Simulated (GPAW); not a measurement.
# Dielectric function and optical constants of Ti2B

Aim: the dielectric function of Ti2B, and the optical constants that follow from it.

Calculated with GPAW 26.7.0; DFT, PBE, plane-wave PAW (GPAW data sets), scalar-relativistic, RPA, optical limit.

## Step 1: Starting point

Symmetry: I4/mcm, No. 140, tetragonal system. Conventional cell: a = 5.658 Å, b = 5.658 Å, c = 4.737 Å, α = 90.00°, β = 90.00°, γ = 90.00°. Ti has 4 B at 2.42 Å and 1 Ti at 2.63 Å nearest. Nearest to B lie 2 B at 2.37 Å and 8 Ti at 2.42 Å. Farther neighbours are not listed.

## Step 2: Ground state

The self-consistent density comes first; it also tells whether there is a gap, which decides the occupations and the need for a Drude term.

This step: DFT, PBE, plane-wave PAW (GPAW data sets), scalar-relativistic, ground state (GPAW 26.7.0).

gs.py

```python
from ase import Atoms
from ase.dft.bandgap import bandgap
from gpaw import GPAW, PW, FermiDirac

atoms = Atoms(['Ti', 'Ti', 'Ti', 'Ti', 'B', 'B'],
              cell=[[-2.82906900, 2.82906900, 2.36826500],
                    [2.82906900, -2.82906900, 2.36826500],
                    [2.82906900, 2.82906900, -2.36826500]],
              scaled_positions=[[0.16440000, 0.33560000, 0.50000000],
                                [0.83560000, 0.66440000, 0.50000000],
                                [0.33560000, 0.83560000, 0.17120000],
                                [0.66440000, 0.16440000, 0.82880000],
                                [0.25000000, 0.25000000, 0.00000000],
                                [0.75000000, 0.75000000, 0.00000000]],
              pbc=[True, True, True])
atoms.calc = GPAW(mode=PW(450), xc='PBE', kpts={'size': (6, 6, 6), 'gamma': True},
                  occupations=FermiDirac(0.05), maxiter=150, txt='gs.txt')
print('energy (eV)', atoms.get_potential_energy())
print('Fermi level (eV)', atoms.calc.get_fermi_level())
print('valence electrons', atoms.calc.get_number_of_electrons())
print('gap (eV)', bandgap(atoms.calc, output=None)[0])
print('direct gap (eV)', bandgap(atoms.calc, direct=True, output=None)[0])
atoms.calc.write('gs.gpw')
```

Started as:

```sh
$ OMP_NUM_THREADS=1 python gs.py
```

Numbers of over 12 decimals in the logs are rounded to 6 here.

Log:

```text
__  _  _
 | _ |_)|_||  |
 |__||  | ||/\| - 26.7.0

Versions:
  Python: 3.12.14
  ASE:    3.29.0
  Numpy:  2.5.5
  Scipy:  1.18.1
  Libxc:  7.0.0

Input parameters:
  mode=PW(ecut=450.000000),
  kpts=MonkhorstPack(size=(6, 6, 6), gamma=True),
  maxiter=150,
  occupations=Occupations(name='fermi-dirac', width=0.05, fixmagmom=False),
  xc=XC(name='PBE')

Diagonalizing LCAO Hamiltonian
Converting LCAO to pw mode

       B   Ti

           Tii
       B    Ti

Atoms  # Å, Bohr magnetons
|   | symbol |        x |         y |         z |    initial magnetic moments |
| 0 |     Ti | 1.898871 |  0.930198 |  0.000000 | ( 0.0000,  0.0000,  0.0000) |
| 1 |     Ti | 0.930198 |  1.898871 |  2.368265 | ( 0.0000,  0.0000,  0.0000) |
| 2 |     Ti | 1.898871 | -0.930198 |  2.368265 | ( 0.0000,  0.0000,  0.0000) |
| 3 |     Ti | 0.930198 |  3.759267 | -0.000000 | ( 0.0000,  0.0000,  0.0000) |
| 4 |      B | 0.000000 |  0.000000 |  1.184133 | ( 0.0000,  0.0000,  0.0000) |
| 5 |      B | 0.000000 | -0.000000 |  3.552398 | ( 0.0000,  0.0000,  0.0000) |

Unit cell  # Å
| periodic |         x |         y |         z |  lengths |     angles |
|      yes | -2.829069 |  2.829069 |  2.368265 | 4.649295 | 105.038591 |
|      yes |  2.829069 | -2.829069 |  2.368265 | 4.649295 | 105.038591 |
|      yes |  2.829069 |  2.829069 | -2.368265 | 4.649295 | 118.754712 |

Number of symmetries: 8
Symmetry operations  # r_c * U_cc + t_c -> r_c
|   | kind |            matrix            |
| 0 |  C4  |  1, 1, 1,  0, 0,-1, -1, 0, 0 |
| 1 |  E   |  1, 0, 0,  0, 1, 0,  0, 0, 1 |
| 2 |  C2  |  0, 1, 0,  1, 0, 0, -1,-1,-1 |
| 3 |  S4  |  0, 0, 1, -1,-1,-1,  0, 1, 0 |
| 4 |  C4  |  0, 0,-1,  1, 1, 1,  0,-1, 0 |
| 5 |  σ   |  0,-1, 0, -1, 0, 0,  1, 1, 1 |
| 6 |  i   | -1, 0, 0,  0,-1, 0,  0, 0,-1 |
| 7 |  S4  | -1,-1,-1,  0, 0, 1,  1, 0, 0 |

BZ-sampling:
  Number of BZ points: 216
  Number of IBZ points: 36

  Monkhorst-Pack size: [6, 6, 6]
  Monkhorst-Pack shift: [0.083333, 0.083333, 0.083333]

K-points  # in reciprocal-cell coordinates
|     |                                coordinates |     weight |
|   0 | (  0.00000000,   0.00000000,   0.00000000) | 0.00462963 |
|   1 | (  0.16666667,  -0.16666667,   0.00000000) | 0.01851852 |
|   2 | (  0.16666667,  -0.16666667,   0.16666667) | 0.01851852 |
|   3 | (  0.16666667,   0.00000000,   0.00000000) | 0.03703704 |
|   4 | (  0.16666667,   0.16666667,  -0.16666667) | 0.00925926 |
|   5 | (  0.33333333,  -0.33333333,  -0.16666667) | 0.01851852 |
|   6 | (  0.33333333,  -0.33333333,   0.00000000) | 0.01851852 |
|   7 | (  0.33333333,  -0.33333333,   0.16666667) | 0.01851852 |
|   8 | (  0.33333333,  -0.33333333,   0.33333333) | 0.01851852 |
|   9 | (  0.33333333,  -0.16666667,  -0.16666667) | 0.03703704 |
| ... |                                            |            |
|  35 | (  0.50000000,   0.50000000,   0.50000000) | 0.00462963 |

Plane wave coefficients: 1659
Cutoff: 450.000000 eV

Spin-components: 1 (collinear spins)
Bands:           37
Projectors:      34
Spin-degeneracy: 2
Datatype:        complex128

Parallelization:
  kpt:    1
  domain: 1
  band:   1

Density:
  Valence electrons: 54.0
  Components: 1
  Grid points: [24 24 24]
  Charge: 0.0  # |e|

Potential:
  Grid points: [24 24 24]

species:
  Ti:
    name:    Titanium
    id:
    Z:       22.0
    valence: 12
    core:    10
    charge:  0.0  # [|e|]
    compensation charges:
      type: gauss
      rc: 0.38  # [Å]
      lmax: 2
    cutoffs:
      filter: 2.23  # [Å]
      core: 1.02  # [Å]
    projectors
    | kind |    occ | energy [eV] | rcut [Å] |
    |   3s |  2.000 |     -62.623 |    1.270 |
    |   4s |  2.000 |      -4.466 |    1.270 |
    |   3p |  6.000 |     -38.862 |    1.058 |
    |   4p |  0.000 |      -1.466 |    1.058 |
    |   3d |  2.000 |      -4.258 |    1.058 |
    |    d |        |      22.953 |    1.058 |

    Using partial waves for Ti as LCAO basis

  B:
    name:    Boron
    id:
    Z:       5.0
    valence: 3
    core:    2
    charge:  0.0  # [|e|]
    compensation charges:
      type: gauss
      rc: 0.20  # [Å]
      lmax: 2
    cutoffs:
      filter: 1.14  # [Å]
      core: 1.38  # [Å]
    projectors
    | kind |    occ | energy [eV] | rcut [Å] |
    |   2s |  2.000 |      -9.443 |    0.635 |
    |   2p |  1.000 |      -3.606 |    0.635 |
    |    s |        |      17.768 |    0.635 |
    |    p |        |      23.605 |    0.635 |
    |    d |        |       0.000 |    0.635 |

    Using partial waves for B as LCAO basis

Reference energy: -94235.036261  # eV

eigensolver:
  PPCG
  Converge bands: occupied
  niter=2

density mixing:
  MSR1-Mixer
  Pratt-step length: 0.05
  Maximum mixing coefficient: 0.75
  Old densities: 10
  SVD Regularization: 0.005
  Good broyden scale: 1.0
  Trust region scale: 1.0
  Backstep threshold: 4.0
  History deletion threshold: 6.0
  Fourier metric: weight=20.0, sigma=0.015

occupation numbers:
  Fermi-Dirac:
    width: 0.0500  # eV

poisson solver:
  ecut: 3600.000000  # eV

xc functional:
  name: PBE with 2 nearest neighbor stencil

convergence criteria:
- Maximum [total energy] change in last 3 cyles: 0.0005 eV / valence electron
- Maximum integral of absolute [dens]ity change: 0.0001 electrons / valence electron
- Maximum integral of absolute [eigenst]ate change: 4e-08 eV^2 / valence electron
maximum number of iterations: 150

SCF iterations
|iter     |      energy | eigst |  dens |
|iter:   1||  -44.905169 | -0.01 |       |
|iter:   2||  -44.023769 | -1.33 | -1.07 |
|iter:   3||  -42.258164 | -0.14 | -1.14 |
|iter:   4||  -42.284183 | -2.18 | -1.81 |
|iter:   5||  -42.295625 | -3.00 | -2.05 |
|iter:   6||  -42.297242c| -3.70 | -2.61 |
|iter:   7||  -42.297330c| -5.00 | -3.43 |
|iter:   8||  -42.297348c| -5.82 | -3.91 |
|iter:   9||  -42.297345c| -6.96 | -4.59c|
|iter:  10||  -42.297346c| -7.64c| -5.31c|

Converged in 10 steps
SCF loop duration: 37.419 s (3.742 s/step)
Energy contributions relative to reference atoms: (reference = -94235.036261)

Energy contributions:
  Kinetic:          40.777753
  Coulomb:         -39.048747
  Zero:             -0.001897
  External:          0.000000
  Xc:              -43.997397
  Entropy:          -0.054114
  Spinorbit:         0.000000
  ----------------------------
  Free energy:     -42.324403
  Extrapolated:    -42.297346

dipole moment: (-8.713883, -8.713883, 7.294550)  # |e|*Ang

Fermi level: 9.034
Eigenvalues  # (at kpt = [0.000, 0.000, 0.000])
| band index |      eig [eV] | occ [0-2] |
|          0 |       -47.095 |     2.000 |
|        ... |               |           |
|         19 |         6.641 |     2.000 |
|         20 |         7.209 |     2.000 |
|         21 |         7.209 |     2.000 |
|         22 |         7.885 |     2.000 |
|         23 |         8.235 |     2.000 |
|         24 |         8.235 |     2.000 |
|         25 |         8.250 |     2.000 |
|         26 |         8.250 |     2.000 |
|         27 |         9.050 |     0.840 |
|         28 |        10.388 |     0.000 |
|         29 |        10.767 |     0.000 |
|         30 |        10.874 |     0.000 |
|         31 |        11.419 |     0.000 |
|         32 |        11.419 |     0.000 |
|         33 |        12.053 |     0.000 |
|         34 |        12.480 |     0.000 |
|        ... |               |           |
|         36 |        12.929 |     0.000 |

No gap
No difference between direct/indirect transitions

--- standard output ---
energy (eV) -42.297346
Fermi level (eV) 9.033807
valence electrons 54.0
gap (eV) 0.0
direct gap (eV) 0.0
```

Elapsed: 42 s, on 1 thread of Arm Neoverse V2, shared host; peak memory 0.21 GiB.

This step gave:

- energy: -42.30 eV
- Fermi energy: 9.034 eV
- electrons: 54

There are states at the Fermi level within the smearing, so the occupations stay smeared and the carriers get a Drude term.

## Step 3: Bands for the response

At the fixed density, many empty bands are solved on the mesh of the response, since the spectrum sums over them.

This step: DFT, PBE, plane-wave PAW (GPAW data sets), scalar-relativistic, bands at fixed density (GPAW 26.7.0).

nscf.py

```python
from ase.dft.bandgap import bandgap
from gpaw import GPAW, FermiDirac

calc = GPAW('gs.gpw').fixed_density(kpts={'size': (10, 10, 10), 'gamma': True}, nbands=67, convergence={'bands': 61},
                                    occupations=FermiDirac(0.05), txt='nscf.txt')
print('gap (eV)', bandgap(calc, output=None)[0])
print('direct gap (eV)', bandgap(calc, direct=True, output=None)[0])
calc.write('full.gpw', mode='all')
```

Started as:

```sh
$ OMP_NUM_THREADS=1 python nscf.py
```

Log:

```text
Diagonalizing LCAO Hamiltonian
Converting LCAO to pw mode
convergence criteria:
- Maximum integral of absolute [eigenst]ate change: 4e-08 eV^2 / valence electron
maximum number of iterations: 150

SCF iterations
|iter     |      energy | eigst |  dens |
|iter:   1||             | +1.87 |       |
|iter:   2||             | +0.61 |       |
|iter:   3||             | -0.31 |       |
|iter:   4||             | -1.36 |       |
|iter:   5||             | -2.32 |       |
|iter:   6||             | -3.28 |       |
|iter:   7||             | -4.15 |       |
|iter:   8||             | -5.07 |       |
|iter:   9||             | -5.90 |       |
|iter:  10||             | -6.76 |       |
|iter:  11||             | -7.39 |       |
|iter:  12||             | -7.82c|       |
SCF steps: 12
  __  _  _
 | _ |_)|_||  |
 |__||  | ||/\| - 26.7.0

Versions:
  Python: 3.12.14
  ASE:    3.29.0
  Numpy:  2.5.5
  Scipy:  1.18.1
  Libxc:  7.0.0

Input parameters:
  mode=PW(ecut=450.000000),
  convergence={'bands': 61},
  gpts=array([24, 24, 24]),
  kpts=MonkhorstPack(size=(10, 10, 10), gamma=True),
  maxiter=150,
  nbands=67,
  occupations=Occupations(name='fermi-dirac', width=0.05, fixmagmom=False),
  parallel={},
  xc=XC(name='PBE')

--- standard output ---
gap (eV) 0.0
direct gap (eV) 0.0
```

The job ended after 5.3 min (1 thread; peak memory 0.5 GiB).

(Continued in part 2 of 2.)

[Machine, clock and banner lines and Python warnings are left out of the logs.]

[Logs are printed without paths, hosts, clocks, repeated set-up lines and the standing remarks that a program may print on its own settings, such as how far it seeks lower states.]

[Hosts, paths, dates, database ids (printed as entryN), source tags and the programs' standing remarks are cut or masked in the printed files.]
